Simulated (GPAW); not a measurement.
## How KTaO3 absorbs and reflects light

Wanted: where KTaO3 starts to absorb, how strongly, and its refractive index.

Method: DFT, PBE, plane-wave PAW (GPAW data sets), scalar-relativistic, RPA, optical limit, in GPAW 26.7.0.

**1. The structure**

It takes space group Pm-3m (No. 221, cubic). Conventional cell: a = 3.988 Å, b = 3.988 Å, c = 3.988 Å, α = 90.00°, β = 90.00°, γ = 90.00°. Ta has 6 O at 1.99 Å nearest. Nearest to K lie 12 O at 2.82 Å. O has 2 Ta at 1.99 Å and 4 K at 2.82 Å nearest. Farther neighbours and most contacts between anions are not listed.

Coordinates:

```cif
data_structure
_symmetry_space_group_name_H-M 'Pm-3m'
_symmetry_Int_Tables_number 221
_cell_length_a 3.9883
_cell_length_b 3.9883
_cell_length_c 3.9883
_cell_angle_alpha 90.000
_cell_angle_beta 90.000
_cell_angle_gamma 90.000
_cell_volume 63.44
loop_
_atom_site_label
_atom_site_type_symbol
_atom_site_symmetry_multiplicity
_atom_site_Wyckoff_symbol
_atom_site_fract_x
_atom_site_fract_y
_atom_site_fract_z
_atom_site_occupancy
Ta1 Ta 1 a 0.00000 0.00000 0.00000 1
K1 K 1 b 0.50000 0.50000 0.50000 1
O1 O 3 d 0.00000 0.00000 0.50000 1
```

**2. Bands for the response**

At the fixed density, many empty bands are solved on the mesh of the response, since the spectrum sums over them.

This step: DFT, PBE, plane-wave PAW (GPAW data sets), scalar-relativistic, bands at fixed density (GPAW 26.7.0).

Input file nscf.py:

```python
from ase.dft.bandgap import bandgap
from gpaw import GPAW, FermiDirac

calc = GPAW('gs.gpw').fixed_density(kpts={'size': (8, 8, 8), 'gamma': True}, nbands=62, convergence={'bands': 56},
                                    occupations=FermiDirac(0.001), txt='nscf.txt')
print('gap (eV)', bandgap(calc, output=None)[0])
print('direct gap (eV)', bandgap(calc, direct=True, output=None)[0])
print('top band over the Fermi level (eV)', min(calc.get_eigenvalues(kpt=k)[55] for k in range(len(calc.get_ibz_k_points()))) - calc.get_fermi_level())
calc.write('full.gpw', mode='all')
```

Run with:

```console
OMP_NUM_THREADS=1 python nscf.py
```

Numbers of over 12 decimals in the logs are rounded to 6 here.

What it wrote:

```text
Diagonalizing LCAO Hamiltonian
Converting LCAO to pw mode
convergence criteria:
- Maximum integral of absolute [eigenst]ate change: 4e-08 eV^2 / valence electron
maximum number of iterations: 150

SCF iterations
|iter     |      energy | eigst |  dens |
|iter:   1||             | +3.40 |       |
|iter:   2||             | +2.20 |       |
|iter:   3||             | +0.91 |       |
|iter:   4||             | -0.33 |       |
|iter:   5||             | -1.16 |       |
|iter:   6||             | -2.13 |       |
|iter:   7||             | -2.97 |       |
|iter:   8||             | -3.94 |       |
|iter:   9||             | -4.76 |       |
|iter:  10||             | -5.71 |       |
|iter:  11||             | -6.54 |       |
|iter:  12||             | -7.33 |       |
|iter:  13||             | -7.73c|       |
SCF steps: 13
  __  _  _
 | _ |_)|_||  |
 |__||  | ||/\| - 26.7.0

Versions:
  Python: 3.12.14
  ASE:    3.29.0
  Numpy:  2.5.5
  Scipy:  1.18.1
  Libxc:  7.0.0

Input parameters:
  mode=PW(ecut=550.0),
  convergence={'bands': 56},
  gpts=array([24, 24, 24]),
  kpts=MonkhorstPack(size=(8, 8, 8), gamma=True),
  maxiter=150,
  nbands=62,
  occupations=Occupations(name='fermi-dirac', width=0.001, fixmagmom=False),
  parallel={},
  xc=XC(name='PBE')

--- standard output ---
gap (eV) 2.181279
direct gap (eV) 2.803417
top band over the Fermi level (eV) 31.090780
```

The job ended after 99 s (1 thread of Arm Neoverse V1, shared host; peak memory 0.25 GiB).

Read-outs, printed or worked out from the files:

```
gap on the k-mesh      : 2.181 eV
direct gap on the mesh : 2.803 eV
```

**3. Dielectric function, RPA**

Transitions between filled and empty bands, summed over the zone, give the optical response, so mesh, band count and broadening shape it.

The induced potential is part of this response.

This step: DFT, PBE, plane-wave PAW (GPAW data sets), scalar-relativistic, RPA, optical limit (GPAW 26.7.0).

Input file df.py:

```python
from gpaw.response.df import DielectricFunction

df = DielectricFunction('full.gpw', frequencies={'type': 'nonlinear', 'domega0': 0.03, 'omega2': 8},
                        ecut=70,
                        eta=0.12,
                        nbands=56,
                        txt='df.txt')
for direction in ['x']:
    df.get_dielectric_function(xc='RPA', direction=direction, filename=f'df_{direction}.csv')
```

Run with:

```console
OMP_NUM_THREADS=1 python df.py
```

What it wrote:

```text
Using integrator: PointIntegrator
NonLinearFrequencyDescriptor(from 0.000 to 102.839 eV, 543 points)
Nonperiodic BCs:  [False False False]
Using integrator: PointIntegrator
NonLinearFrequencyDescriptor(from 0.000 to 102.839 eV, 543 points)
Nonperiodic BCs:  [False False False]

Calculating chi0 body with:
    Ground state adapter containing:
    Number of spins: 1
    Number of kpoints: 512
    Number of irreducible kpoints: 35
    Number of completely occupied states: 20
    Number of partially occupied states: 20

    Linear response parametrization:
    q_c: [0.0, 0.0, 0.0]
    Number of frequency points: 543
    Planewave cutoff: 70.0
    Number of bands: 56
    Number of planewaves: 81
    Broadening (eta): 0.12

Integrating chi0 body.

Symmetries of q_c:
    Direct symmetries (Uq -> q): 48
    Indirect symmetries (TUq -> q): 0
In total 48 allowed symmetries.

35 groups of equivalent kpoints. 93.1640625% reduction.

Integral kind: spectral function

Calculating chi0 optical extensions with:
    Ground state adapter containing:
    Number of spins: 1
    Number of kpoints: 512
    Number of irreducible kpoints: 35
    Number of completely occupied states: 20
    Number of partially occupied states: 20

    Linear response parametrization:
    Number of frequency points: 543
    Planewave cutoff: 70.0
    Number of bands: 56
    Number of planewaves: 81
    Broadening (eta): 0.12
Integrating chi0 head and wings.

Symmetries of q_c:
    Direct symmetries (Uq -> q): 48
    Indirect symmetries (TUq -> q): 0
In total 48 allowed symmetries.

35 groups of equivalent kpoints. 93.1640625% reduction.

Integral kind: spectral function wings
```

The job ended after 21 s (1 thread; peak memory 0.44 GiB).

Numbers from this step:

| Quantity | Value |
| --- | --- |
| electronic dielectric constant ε∞, mean over x, y and z (by symmetry where fewer were run) | 4.723 |
| main peak of Im epsilon, first axis | 5.114 eV |

Values under the direct gap are tails of Lorentzian lines. Table of Im ε, E ∥ x by photon energy; read off at these points:

photon energy (eV), Im ε, E ∥ x and a bar:
```
    0.000       0.00 
    0.250       0.01 
    0.500       0.01 
    0.750       0.02 
    1.000       0.03 
    1.250       0.04 
    1.500       0.06 
    1.750       0.07 
    2.000       0.10 
    2.250       0.15 #
    2.500       0.25 #
    2.750       0.66 ###
    3.000       1.57 #######
    3.250       1.64 #######
    3.500       1.61 #######
    3.750       3.93 ##################
    3.936       6.11 ###########################
    4.000       5.94 ###########################
    4.250       3.32 ###############
    4.500       1.90 ########
    4.750       3.18 ##############
    5.000       5.67 #########################
    5.125       6.72 ##############################
    5.250       5.14 #######################
    5.500       3.12 ##############
    5.750       4.43 ####################
    5.969       6.03 ###########################
    6.000       6.00 ###########################
    6.250       4.81 #####################
    6.500       2.47 ###########
    6.750       1.52 #######
    7.000       0.87 ####
    7.250       0.88 ####
    7.500       1.53 #######
    7.750       1.69 ########
    8.000       1.82 ########
    8.250       2.74 ############
    8.500       1.93 #########
    8.750       2.76 ############
    9.000       3.94 ##################
    9.218       4.28 ###################
    9.250       4.26 ###################
    9.500       3.88 #################
    9.750       3.53 ################
   10.000       4.04 ##################
   10.250       4.47 ####################
   10.376       5.46 ########################
   10.500       5.07 #######################
   10.750       3.09 ##############
   11.000       2.33 ##########
   11.250       1.99 #########
   11.500       1.61 #######
   11.750       1.73 ########
   12.000       1.56 #######
   12.250       1.58 #######
   12.500       1.45 ######
   12.750       1.53 #######
   13.000       1.72 ########
   13.250       2.00 #########
   13.500       1.71 ########
   13.750       2.01 #########
```

Re ε, E ∥ x against photon energy:

```csv
photon energy (eV),"Re ε, E ∥ x"
0.0,4.72
0.5,4.75
1.0,4.84
1.5,5.02
2.0,5.33
2.5,5.95
3.0,6.58
3.5,6.99
4.0,4.65
4.5,4.62
5.0,5.67
5.5,2.59
6.0,2.13
6.5,-0.363
7.0,1.41
7.5,3.04
8.0,3.52
8.5,3.29
9.0,3.12
9.5,1.87
10.0,1.85
10.5,-0.294
11.0,-0.350
11.5,0.214
12.0,0.459
12.5,0.618
13.0,1.10
13.5,0.666
```

The loss function −Im 1/ε at q → 0, E ∥ x has structure finer than the step of the table below, so its rows give means over 0.5 eV, whole bins alone (the curve runs from 0 to 14.0 eV). Peaks (eV: height): 4.24: 0.187, 5.42: 0.202, 6.71: 0.563, 8.33: 0.195, 11.48: 0.618.

Values under the direct gap are tails of Lorentzian lines. Loss function −Im 1/ε at q → 0, E ∥ x against energy loss; means over each step:

| energy loss (eV) | loss function −Im 1/ε at q → 0, E ∥ x |
| --- | --- |
| 0.5 | 6.3e-4 |
| 1.0 | 0.00133 |
| 1.5 | 0.00221 |
| 2.0 | 0.00359 |
| 2.5 | 0.00786 |
| 3.0 | 0.0339 |
| 3.5 | 0.0347 |
| 4.0 | 0.109 |
| 4.5 | 0.0976 |
| 5.0 | 0.0994 |
| 5.5 | 0.166 |
| 6.0 | 0.154 |
| 6.5 | 0.398 |
| 7.0 | 0.341 |
| 7.5 | 0.137 |
| 8.0 | 0.137 |
| 8.5 | 0.145 |
| 9.0 | 0.146 |
| 9.5 | 0.205 |
| 10.0 | 0.206 |
| 10.5 | 0.206 |
| 11.0 | 0.405 |
| 11.5 | 0.574 |
| 12.0 | 0.572 |
| 12.5 | 0.537 |
| 13.0 | 0.437 |
| 13.5 | 0.475 |

Refractive index n and extinction k against photon energy:

| photon energy (eV) | n | k |
| --- | --- | --- |
| 0.0 | 2.17 | 0 |
| 0.5 | 2.18 | 0.00324 |
| 1.0 | 2.20 | 0.00703 |
| 1.5 | 2.24 | 0.0123 |
| 2.0 | 2.31 | 0.0217 |
| 2.5 | 2.44 | 0.0505 |
| 3.0 | 2.58 | 0.304 |
| 3.5 | 2.66 | 0.302 |
| 4.0 | 2.47 | 1.20 |
| 4.5 | 2.19 | 0.433 |
| 5.0 | 2.62 | 1.08 |
| 5.5 | 1.82 | 0.856 |
| 6.0 | 2.06 | 1.46 |
| 6.5 | 1.03 | 1.19 |
| 7.0 | 1.24 | 0.352 |
| 7.5 | 1.79 | 0.426 |
| 8.0 | 1.93 | 0.469 |
| 8.5 | 1.88 | 0.512 |
| 9.0 | 2.02 | 0.977 |
| 9.5 | 1.76 | 1.10 |
| 10.0 | 1.77 | 1.14 |
| 10.5 | 1.55 | 1.64 |
| 11.0 | 1.00 | 1.16 |
| 11.5 | 0.959 | 0.841 |
| 12.0 | 1.02 | 0.763 |
| 12.5 | 1.05 | 0.692 |
| 13.0 | 1.25 | 0.685 |
| 13.5 | 1.12 | 0.765 |

The Im ε, E ∥ x has structure finer than the step of the table below, so its rows give means over 0.5 eV, whole bins alone (the curve runs from 0 to 14.0 eV). Peaks (eV: height): without local fields 3.94: 6.72, 5.08: 7.15, 5.92: 5.86, 8.21: 2.80, 10.38: 5.43; with local fields 3.94: 6.11, 5.12: 6.72, 5.97: 6.04, 8.21: 2.84, 10.38: 5.46.

Values under the direct gap are tails of Lorentzian lines. Table of Im ε, E ∥ x by photon energy; means over each step:

```
photon energy (eV)  without local fields  with local fields
               0.5                0.0153             0.0142
               1.0                0.0337             0.0312
               1.5                0.0606             0.0560
               2.0                 0.113              0.103
               2.5                 0.324              0.293
               3.0                  1.63               1.47
               3.5                  2.25               1.92
               4.0                  5.61               5.15
               4.5                  2.59               2.30
               5.0                  5.80               5.27
               5.5                  3.74               3.73
               6.0                  5.11               5.43
               6.5                  2.03               2.79
               7.0                 0.746               1.00
               7.5                  1.34               1.43
               8.0                  1.99               2.06
               8.5                  2.21               2.24
               9.0                  3.83               3.83
               9.5                  3.96               3.89
              10.0                  4.01               3.94
              10.5                  4.58               4.65
              11.0                  2.43               2.37
              11.5                  1.89               1.70
              12.0                  1.89               1.59
              12.5                  1.86               1.52
              13.0                  2.08               1.73
              13.5                  2.15               1.85
```

At chosen wavelengths:

```csv
wavelength (nm),n,k,R (%),1/α
1550,2.19,0.005,13.9,23 µm
1064,2.21,0.009,14.2,9.9 µm
800,2.25,0.013,14.7,4.9 µm
633,2.30,0.021,15.5,2.4 µm
308,2.40,1.209,26.2,20 nm
248,2.62,1.082,26.6,18 nm
193,1.15,1.382,29.6,11 nm
```

Below the direct gap, k and the depth come from the tails of the Lorentzian lines, not from transitions.

Rows near the edge hang on the gap, which this functional as a rule makes too small, and phonon-assisted absorption is left out.

**4. Summary of results**

```yaml
electronic_dielectric_constant_eps_infinity_mean_over_x_y_and_z_by_symmetry_where_fewer_were_run_rpa: 4.72
main_peak_of_im_epsilon_first_axis: 5.11 eV
```

**Reading.** At this level (PBE, RPA) KTaO3 has ε∞ = 4.72 and n = 2.19 at 1550 nm, and Im ε peaks at 5.1 eV. On the mesh the gap is 2.18 eV and the least direct gap 2.80 eV, so on this mesh the band edges lie at different points. Local fields change the static value along x from 4.95 to 4.72 (-5 %). Distinct maxima of Im ε, read by a parabola through the highest points, lie at 3.95 eV (6.1), 5.11 eV (6.7), 5.98 eV (6.0) and 10.40 eV (5.5). Excitons and phonon-assisted transitions are missing; PBE gaps are as a rule too small, which pulls the onset down and ε∞ up. Spin-orbit coupling is left out although heavy atoms are present. The sum runs over mesh points, so small or evenly spaced maxima can still be ripples of the mesh. In this version of GPAW the matrix elements of the optical limit are incomplete, which can lower ε − 1 by up to a tenth where first-row anions or d states rule, and shift it by more in d metals.

[Machine, clock and banner lines and Python warnings are left out of the logs.]

[Logs are printed without paths, hosts, clocks, repeated set-up lines and the standing remarks that a program may print on its own settings, such as how far it seeks lower states.]

[Hosts, paths, dates, database ids (printed as entryN), source tags and the programs' standing remarks are cut or masked in the printed files.]
